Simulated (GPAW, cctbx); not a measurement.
# SiSbW: deformation density and structure factors from DFT

Question: by how much does bonding change the X-ray structure factors of SiSbW, how firmly does DFT give the change, and what does a routine refinement make of it?

The cell comes from substitution in a known structure type and wasn't matched to any measured phase. All numbers below are calculated.

## 1. Relax the structure

The density hangs on the geometry, so cell and atoms are relaxed first, with the symmetry held. The cutoff is set higher than for the density because stress converges slowly with plane waves.

Settings: GPAW 26.7.0, PBE, 570 eV, 5×5×3 k-points (along the axes of the calculation cell), Fermi–Dirac width 0.1 eV, BFGS to 0.03 eV/Å.

```text
cell
1.0
     3.735000000    0.000000000    0.000000000
     0.000000000    3.735000000    0.000000000
     0.000000000    0.000000000    8.274000000
W Sb Si
2 2 2
Direct
0.500000000 0.000000000 0.237300000
0.000000000 0.500000000 0.762700000
0.500000000 0.000000000 0.615000000
0.000000000 0.500000000 0.385000000
0.500000000 0.500000000 0.000000000
0.000000000 0.000000000 0.000000000
```

```console
$ OMP_NUM_THREADS=1 mpirun -n 4 gpaw python run.py > gpaw.log
```

```text
BFGS:    0      -41.763464        1.731932
BFGS:    1      -41.898885        1.486035
BFGS:    2      -42.196939        1.062564
BFGS:    3      -42.234245        0.341488
...
BFGS:   14      -42.260346        0.072296
BFGS:   15      -42.260870        0.044036
BFGS:   16      -42.261038        0.013767
cell  3.6303 3.6303 8.1692  90.00 90.00 90.00
volume 107.662 A^3, largest force 0.014 eV/A, largest stress 0.03 GPa
```

After 16 steps the volume has changed by -6.7 % and the energy by -0.498 eV; the largest stress left is 0.03 GPa. It took 2.1 min on 4 cores of Arm Neoverse V2 (shared host), peak memory 1.2 GiB.

Relaxed structure: P4/nmm (no. 129, origin choice 1), a = 3.6303 Å, b = 3.6303 Å, c = 8.1692 Å, α = 90.00°, β = 90.00°, γ = 90.00°.

| atom | mult. | x | y | z |
| --- | --- | --- | --- | --- |
| W1 | 2 | 1/2 | 0 | 0.2250 |
| Sb1 | 2 | 1/2 | 0 | 0.6277 |
| Si1 | 2 | 1/2 | 1/2 | 0 |

## 2. Density and charge transfer

X-rays see the whole electron density, so the PAW density is rebuilt with its core regions. Subtracting spherical free atoms from the same code cancels the cores and leaves the deformation density Δρ, the part due to bonding.

Settings: PBE, 450 eV, 7×7×3 k-points (along the axes of the calculation cell), Fermi–Dirac width 0.1 eV; primitive cell of 6 atoms.

```console
$ OMP_NUM_THREADS=1 mpirun -n 4 gpaw python run.py > gpaw.log
```

```text
|iter:   1|       0s |  -42.842042 | +0.58 |       |
|iter:   2|       1s |  -42.637469 | -1.00 | -1.32 |
|iter:   3|       2s |  -43.077942 | -0.69 | -1.35 |
...
|iter:  10|       7s |  -42.096694c| -6.39 | -4.44c|
|iter:  11|       8s |  -42.096695c| -7.14 | -5.16c|
|iter:  12|       9s |  -42.096695c| -7.60c| -5.77c|
```

```text
grid (36, 36, 80)  electrons 278.000  moved by bonding 1.298 e
deformation density beyond 0.5 A of the nuclei: max 0.095, min -0.147 e/A^3
atom        x       y       z   Voronoi charge  moment
W 1    0.5000  0.0000  0.2250     -0.015       0.00
W 2    0.0000  0.5000  0.7750     -0.015       0.00
Sb3    0.5000  0.0000  0.6277      0.067       0.00
Sb4    0.0000  0.5000  0.3723      0.067       0.00
Si5    0.5000  0.5000  0.0000     -0.052       0.00
Si6    0.0000  0.0000  0.0000     -0.052       0.00
mean inner potential of superposed free atoms 25.858 V
total magnetic moment 0.000 muB
```

Deformation density in a plane through the shortest contact of the Si atom at the origin, in 0.01 e/Å³ (clipped at ±99); x from -1.6 to 4.2 Å, y from 2.4 down to -2.4 Å:

```text
  1   4  -2  -5   .   .  -5   3   3  -5   .   .  -5  -2   4   1
  0   2  -2  -6  -6  -7  -3   1   1  -3  -7  -6  -6  -2   2   0
  0   0   0   0   1   0   0   0   0   0   0   1   0   0   0   0
  0  -1   0   2   4   3   1   0   0   1   3   4   2   0  -1   0
  0   0  -1  -3  -3  -3  -1   0   0  -1  -3  -3  -3  -1   0   0
  0   3  -2  -7   .  -6  -4   2   2  -4  -6   .  -7  -2   3   0
  1   4  -2   .   .   .  -5   3   3  -5   .   .   .  -2   4   1
  0   3  -2  -7   .  -6  -4   2   2  -4  -6   .  -7  -2   3   0
  0   0  -1  -3  -3  -3  -1   0   0  -1  -3  -3  -3  -1   0   0
  0  -1   0   2   4   3   1   0   0   1   3   4   2   0  -1   0
  0   0   0   0   1   0   0   0   0   0   0   1   0   0   0   0
  0   2  -2  -6  -6  -7  -3   1   1  -3  -7  -6  -6  -2   2   0
  1   4  -2  -5   .   .  -5   3   3  -5   .   .  -5  -2   4   1
```

Atoms in or within 0.15 Å of the plane: Si (0.0, 0.0), Si (2.6, 0.0) Å. Dots mark points within about 0.45 Å of a nucleus; large values next to them are atomic features.

Si gains most (-0.05 e) and Sb loses most (+0.07 e), which isn't the order of electronegativity: valence and coordination count too, and Voronoi cells cut space at the midplane whatever the atoms' sizes. Such charges fall far short of formal ones, since overlapping free atoms already put density on their neighbours. Along the shortest contact from the Si atom at the map's origin, Si–Si at 2.57 Å, Δρ is +0.04 e/Å³ at the midpoint: little piles up between the atoms. At the midpoints of other shortest contacts it is +0.09 (W–Si, 2.58 Å), +0.06 (W–Sb, 2.83 Å) and 0.00 (Sb–Sb, 3.31 Å) e/Å³. Point values carry grid noise of about 0.01 e/Å³. The run needed 12 iterations, 14 s.

## 3. From the density to structure factors

The Fourier components of Δρ, added to those of the free atoms, give the static X-ray structure factors; the Mott–Bethe relation turns them into the Fourier components V of the potential that fast electrons feel.

```text
static structure factors of the conventional cell: F in electrons, V (Mott-Bethe) in volts
   h  k  l      d  |F| table  |F| free   |F| DFT   change   |V| free  |V| DFT  change %
   0  0  1  8.1692    19.664    19.654    19.462   -0.192     0.057    0.604    953.9
   0  0  2  4.0846   109.848   109.742   109.753    0.011     4.615    4.607     -0.2
   1  0  1  3.3175    67.249    67.166    67.364    0.198     2.647    2.554     -3.5
   0  0  3  2.7231    24.384    24.498    24.504    0.007     3.769    3.767     -0.1
   1  0  2  2.7135   123.162   123.160   123.308    0.147     7.712    7.666     -0.6
   1  1  0  2.5670   188.716   188.580   188.364   -0.216     9.376    9.436      0.6
   1  1  1  2.4490    56.268    56.339    56.348    0.009     4.937    4.935     -0.0
   1  0  3  2.1784   160.136   159.965   159.513   -0.452     8.110    8.202      1.1
   1  1  2  2.1734   135.811   135.639   135.265   -0.374     7.361    7.436      1.0
   0  0  4  2.0423    37.209    37.034    36.538   -0.496     1.568    1.657      5.6
   1  1  3  1.8679    14.620    14.512    14.355   -0.157     0.750    0.773      3.1
   2  0  0  1.8152   204.973   204.702   204.200   -0.502    10.281   10.352      0.7
   1  0  4  1.7800    71.979    71.830    71.582   -0.248     3.012    3.046      1.1
   2  0  1  1.7719    15.877    15.912    16.008    0.096     0.503    0.490     -2.5
```

The largest X-ray change is -0.50 e on 200, 0.2 % of |F|. For electrons V goes as (Z − F)/g², so a change of F counts against Z − F, which is small at low angle and wherever the atoms' terms cancel: |V| of 004 moves by +5.6 % (1.57 to 1.66 V) against -1.3 % in |F|. The last three rows still change by up to 0.50 e; the table stops while the angles are still low. The tabulated Hartree–Fock atoms differ from the free DFT atoms by up to 0.27 e, so the choice of reference atom matters too.

## 4. Convergence

Cutoff and k-mesh: one is changed at a time, to find what the result needs.

```csv
run,ΔF 200 (e),ΔF 004 (e),ΔF 103 (e),q(Si) (e),moved (e),time
450 eV 7×7×3,-0.502,-0.496,-0.452,-0.052,1.298,14 s
250 eV 7×7×3,-0.484,-0.520,-0.459,-0.042,1.425,7 s
350 eV 7×7×3,-0.500,-0.497,-0.453,-0.070,1.311,9.7 s
750 eV 7×7×3,-0.502,-0.496,-0.452,-0.063,1.301,26 s
450 eV 2×2×1,-0.751,-0.594,-0.409,-0.057,1.498,6.5 s
450 eV 4×4×2,-0.501,-0.512,-0.450,-0.048,1.290,9.8 s
```

Within 0.01 e of the base on all three: 350 eV 7×7×3 and 750 eV 7×7×3. The largest error, 0.249 e, comes with 450 eV 2×2×1. The moved charge is off by up to 15 % among these runs. Times are from shared hosts.

## 5. Refining ordinary atoms against data with bonding

Routine crystallography fits spherical atoms. To see the bias, intensities are simulated from tabulated atoms plus the DFT change ΔF, so that bonding alone can misfit (4824 reflections of the full sphere, merged to the counts below, to 0.45 Å, 0.5 % proportional noise plus counting noise, assumed isotropic U as listed, Δρ smeared by the mean U) and refined with cctbx over different ranges.

```csv
range,data,R1,GooF,U W1 (true 0.0053),U Sb1 (true 0.0061),U Si1 (true 0.0096),largest shift (Å),"Δρ max, min (e/Å³)"
all data,414,0.0029,0.93,0.0053,0.0061,0.0095,0.0000,"0.34, -0.57"
"low resolution, d > 0.84",80,0.0026,1.17,0.0053,0.0061,0.0093,0.0001,"0.11, -0.24"
"high order, d < 0.75",308,0.0032,0.86,0.0053,0.0061,0.0095,0.0000,"0.29, -0.48"
"occupancies free, d > 0.7",129,0.0025,1.06,0.0053,0.0061,0.0095,0.0000,"0.16, -0.32"
```

With all data GooF is 0.93, so at this noise the bonding hardly shows; the top residual peak, near noise level, lies 1.21 Å from Sb and 1.65 Å from W. No U is off by more than 3 s.u. at low resolution. With W1 held at 1 and the scale free, the other occupancies refine to Sb1 1.000(0.001) and Si1 1.002(0.004), within three s.u. of full.

## 6. Answer

Bonding moves 1.30 e in the primitive cell of SiSbW and changes the structure factors of the conventional cell in the table above by at most 0.50 e (200, 0.2 %), and among reflections above 2 % of the strongest by up to 1.3 % (004). The shortest bond, Si–Si, has Δρ = +0.04 e/Å³ at its midpoint. Within 0.01 e of the base on all three: 350 eV 7×7×3 and 750 eV 7×7×3. The largest error, 0.249 e, comes with 450 eV 2×2×1. The moved charge is off by up to 15 % among these runs. With all data GooF is 0.93, so at this noise the bonding hardly shows. Limits: static density, frozen cores, no spin–orbit coupling.

[Outputs are excerpts: Python notices, other lines and further rows are left out; steps that failed or that the build refused (PBEsol, TPSS) are not shown.]

[Logs are printed without paths, hosts, clocks, repeated set-up lines and the standing remarks that a program may print on its own settings, such as how far it seeks lower states.]
